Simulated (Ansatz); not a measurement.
# The stack of 1T-HfO2 under 2H-MoS2, upper layer turned by 180° between two gates, part 2 of 2

Aim: screening and gap of the neutral stack of 1T-HfO2 under 2H-MoS2, upper layer turned by 180° between oppositely charged gates.

Ansatz 0.2.0; plane-wave DFT, LDA, Ansatz PAW.

So far, gap along the path (eV): step 3 (gated layer, displacement field 0, start network) 1.49; step 5 (displacement field -1.81 V/nm) 1.48; step 6 (displacement field 3.62 V/nm) 1.50; step 7 (displacement field -3.62 V/nm) 1.47; step 8 (displacement field 5.43 V/nm) 1.50.

## 9. The series together (continued)

Electron's potential behind the upper gate less behind the lower, less the value without field. Table of step of the electron's potential energy between the gates by displacement field D/eps0:

| displacement field D/eps0 (V/nm) | step of the electron's potential energy between the gates (eV) |
| --- | --- |
| -3.62 | -3.50 |
| -1.81 | -1.75 |
| 0.00 | 0 |
| 1.81 | 1.75 |
| 3.62 | 3.50 |
| 5.43 | 5.25 |

The smaller of the gaps on the path and on the k-mesh, counted as 0 under 0.03 eV. Table of gap by displacement field D/eps0:

| displacement field D/eps0 (V/nm) | gap (eV) |
| --- | --- |
| -3.62 | 1.47 |
| -1.81 | 1.48 |
| 0.00 | 1.49 |
| 1.81 | 1.50 |
| 3.62 | 1.50 |
| 5.43 | 1.50 |

By hand: 5.43 V/nm over the 17.72 Å between the sheets would give 9.62 V in vacuum; the run has 5.25 V, as over 9.68 Å.

## 10. A changed input: scf.mixing.algorithm = "anderson" and scf.mixing.beta = 0.2

This step: plane-wave DFT, LDA, Ansatz PAW (Ansatz 0.2.0).

A run with a changed input: it repeats the earlier run at 1.81 V/nm with scf.mixing.algorithm to anderson and scf.mixing.beta to 0.2.

The input, input.yaml:

```yaml
crystal:
  lattice:
    - [3.1673106395, 0.0, 0.0]
    - [-1.5836553198, 2.7429714755, 0.0]
    - [0.0, 0.0, 46.4208130971]
  atoms:
    - { symbol: O, position: [0.6666666667, 0.3333333333, 0.4168388856] }
    - { symbol: Hf, position: [0.0, 0.0, 0.4377179736] }
    - { symbol: O, position: [0.3333333333, 0.6666666667, 0.4584764086] }
    - { symbol: S, position: [0.0, 0.0, 0.5169828643] }
    - { symbol: Mo, position: [0.3333333333, 0.6666666667, 0.550061578] }
    - { symbol: S, position: [0.0, 0.0, 0.5831611144] }
  periodic: [true, true, false]
  symmetry: { detect: true }
kpoints:
  mp_grid: { grid: [30, 30, 1] }
  band_path:
    path: [[0, 0, 0], [0.5, 0, 0], [0.33333333, 0.33333333, 0], [0, 0, 0]]
    npoints: 16
hamiltonian:
  xc: lda
scf:
  occupations: { method: fermi_dirac, width: 0.02585 }
  convergence: { dr2_threshold: 1.0e-10 }
  mixing: { algorithm: anderson, beta: 0.2 }
output:
  forces: true
  eigenvalues: true
  write_potential: true
  write_density: true
  volumetric_format: npy
external_charges:
  - { charge: 0, barrier: 10, axis: 3, height: 30.571, sigma: 0.25 }
  - { charge: -0.008688, axis: 3, height: 32.071, sigma: 0.5 }
  - { charge: 0, barrier: 10, axis: 3, height: 15.85, sigma: 0.25 }
  - { charge: 0.008688, axis: 3, height: 14.35, sigma: 0.5 }
```

Command:

```
$ ansatz run input.yaml --threads 4 --pin off --max-ram 6144MiB --backend cpu --events-out ev --progress --plain --runs-dir out
```

Wall time 26 s (4 threads of AMD EPYC 9R45 (Zen 5), shared host); peak memory 1.4 GiB; 1.7 min of CPU time.

This step gave:

```
gap on the k-mesh                                                                   : 1.495 eV
gap along the path                                                                  : 1.495 eV
smallest direct gap along the path                                                  : 1.682 eV
gap, the smaller of path and mesh                                                   : 1.495 eV
potential beyond the upper barrier and gate, less the barrier, from the Fermi level : 6.008 eV
```

Electronic bands along the path, in eV, zero at the Fermi level of the run, which the smearing sets inside the gap:

| point | band 29 | band 30 | band 31 | band 32 | band 33 | band 34 | band 35 | band 36 |
| --- | --- | --- | --- | --- | --- | --- | --- | --- |
| Γ | -2.48 | -2.48 | -2.36 | -0.76 | 1.91 | 1.91 | 2.15 | 2.15 |
| halfway | -3.17 | -2.78 | -2.10 | -1.61 | 1.39 | 1.54 | 1.99 | 2.12 |
| M | -3.55 | -2.67 | -1.89 | -1.53 | 1.37 | 1.76 | 1.94 | 3.02 |
| halfway | -3.62 | -3.25 | -2.68 | -1.25 | 1.25 | 1.98 | 2.32 | 2.68 |
| K | -3.74 | -3.64 | -2.93 | -0.95 | 0.74 | 2.02 | 2.21 | 2.87 |
| halfway | -3.10 | -2.91 | -1.85 | -1.70 | 1.12 | 1.66 | 1.82 | 2.57 |
| Γ | -2.48 | -2.48 | -2.36 | -0.76 | 1.91 | 1.91 | 2.15 | 2.15 |

Force by atom:

| atom | x (eV/Å) | y (eV/Å) | z (eV/Å) | size |
| --- | --- | --- | --- | --- |
| O1 | 0.000 | 0.000 | -0.079 | 0.079 |
| Hf2 | 0.000 | 0.000 | 0.163 | 0.163 |
| O3 | 0.000 | 0.000 | -0.080 | 0.080 |
| S4 | 0.000 | 0.000 | 0.007 | 0.007 |
| Mo5 | 0.000 | 0.000 | -0.020 | 0.020 |
| S6 | 0.000 | 0.000 | 0.006 | 0.006 |

| quantity | this run | earlier run | difference |
| --- | --- | --- | --- |
| gap along the path (eV) | 1.495 | 1.495 | 0 |
| smallest direct gap along the path (eV) | 1.682 | 1.682 | 0 |
| gap on the k-mesh (eV) | 1.495 | 1.495 | -1.2e-7 |
| potential beyond the upper barrier and gate, less the barrier, from the Fermi level (eV) | 6.008 | 6.008 | 0 |

Nothing in the table moves by 0.01 in its unit. The run took 21 SCF cycles against 18.

The path shows an indirect gap of 1.50 eV (valence top at Γ, conduction bottom at K). The least direct gap is 1.68 eV.

## 11. A changed input

Another changed input: it repeats the earlier run at 1.81 V/nm with scf.eigensolver.kind to davidson, basis.precision to f64 and scf.convergence.dr2_threshold from 1e-10 to 1e-05.

input.yaml: that of step 10 with these lines changed.

```diff
@@ -23,4 +23,4 @@
   occupations: { method: fermi_dirac, width: 0.02585 }
-  convergence: { dr2_threshold: 1.0e-10 }
-  mixing: { algorithm: anderson, beta: 0.2 }
+  convergence: { dr2_threshold: 1.0e-05 }
+  eigensolver: { kind: davidson }
 output:
@@ -36 +36,3 @@
   - { charge: 0.008688, axis: 3, height: 14.35, sigma: 0.5 }
+basis:
+  precision: f64
```

It took 27 s on 4 threads; peak memory 1.2 GiB.

| quantity | this run | earlier run | difference |
| --- | --- | --- | --- |
| gap along the path (eV) | 1.495 | 1.495 | 7.7e-5 |
| smallest direct gap along the path (eV) | 1.682 | 1.682 | -2.0e-5 |
| gap on the k-mesh (eV) | 1.495 | 1.495 | 7.7e-5 |
| potential beyond the upper barrier and gate, less the barrier, from the Fermi level (eV) | 6.009 | 6.008 | 8.0e-4 |

Nothing in the table moves by 0.01 in its unit. The run took 11 SCF cycles against 18.

The change did no harm here.

## 12. Outcome

```json
{
 "gap with uncharged gates": "1.49 eV",
 "electrostatic distance between the gates": "9.68 Å",
 "geometric distance between the gates": "17.7 Å",
 "gap at 5.43 V/nm": "1.50 eV"
}
```

The gap goes from 1.49 to 1.50 eV at 5.4 V/nm. The layers screen the field: the voltage is that of a vacuum gap 8.0 Å narrower than the real distance. The gates are charged sheets behind model barriers, not atoms. Gaps are the smaller of those on the path and on the mesh; band edges between these points would make them smaller still. Spin-orbit coupling is left out, which matters for the bands of elements this heavy.

[Logs are printed without paths, hosts, clocks, repeated set-up lines and the standing remarks that a program may print on its own settings, such as how far it seeks lower states.]

[Hosts, paths, dates, database ids (printed as entryN), source tags and the programs' standing remarks are cut or masked in the printed files.]

[Maps of the electrostatic potential energy from Ansatz leave out the sawtooth potential of an applied field or a dipole correction, so their vacuum need not be flat; planar profiles and work functions include it.]
